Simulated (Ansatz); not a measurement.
# Tunnelling across a broken Ir chain: predicting one gap

Set-up. Ansatz 0.2.0, plane waves with PAW datasets at the program's default cutoffs, Fermi-Dirac smearing of 0.05 eV, chains in boxes 7.5 Å wide or more, moments seeded when the perfect chain is relaxed. PBE, no spin-orbit coupling; one bond is opened by s Å beyond its relaxed length, the other atoms of a straight cell of 12 kept, with parallel moments across the gap, and the conductance taken at 300 K.

| run | G (G₀) | largest error term (%) | s | ln G |
| --- | --- | --- | --- | --- |
| +1.2 Å | 1.059 | 5 | 1.2 | 0.05718 |
| +1.8 Å | 0.4292 | 3 | 1.8 | −0.8459 |
| +2.5 Å | 0.1193 | 7 | 2.5 | −2.127 |
| +3.3 Å | 0.02249 | 10 | 3.3 | −3.795 |

One run is withheld: run = +4.2 Å, with s = 4.2. Fit a straight line ln G = a + b × s to the 4 rows shown and predict it.

**Fit.** The means are 2.2 for s and −1.677 for ln G. The sum of products of deviations is −4.531 and the sum of squares in s is 2.46, so b = −4.531 / 2.46 = −1.842 and a = −1.677 − (−1.842) × 2.2 = 2.374. The residuals' standard deviation, with 2 degrees of freedom, is σ = 0.14.

**Prediction.** ln G = 2.374 + (−1.842) × 4.2 = −5.361, that is 0.0047 G₀. The run gave 0.00313 G₀ (ln G = −5.768), so the prediction less the run is +0.41. The standard error of a prediction there, σ√(1 + 1/4 + (4.2 − 2.2)²/2.46), is 0.24, and the miss is 1.7 times that, for a point outside the fitted range. With so few rows σ is itself uncertain.

**Limits.** Between neighbouring runs the slope of ln G lies between −2.19 and −1.51 per Å, so one exponential is an approximation; it is flattest at the narrowest gap, nearest to contact. Error terms (up to 14 %, withheld run included) bound how much a small miss can mean. No image potential, spin-orbit coupling or relaxation; a bent or dimerised chain may be lower in energy. Series of this kind are told only where this holds: one magnetic state in all runs, error terms under 60 %, and the runs' own leads conduct as the perfect chain does. 36 of 42 did.
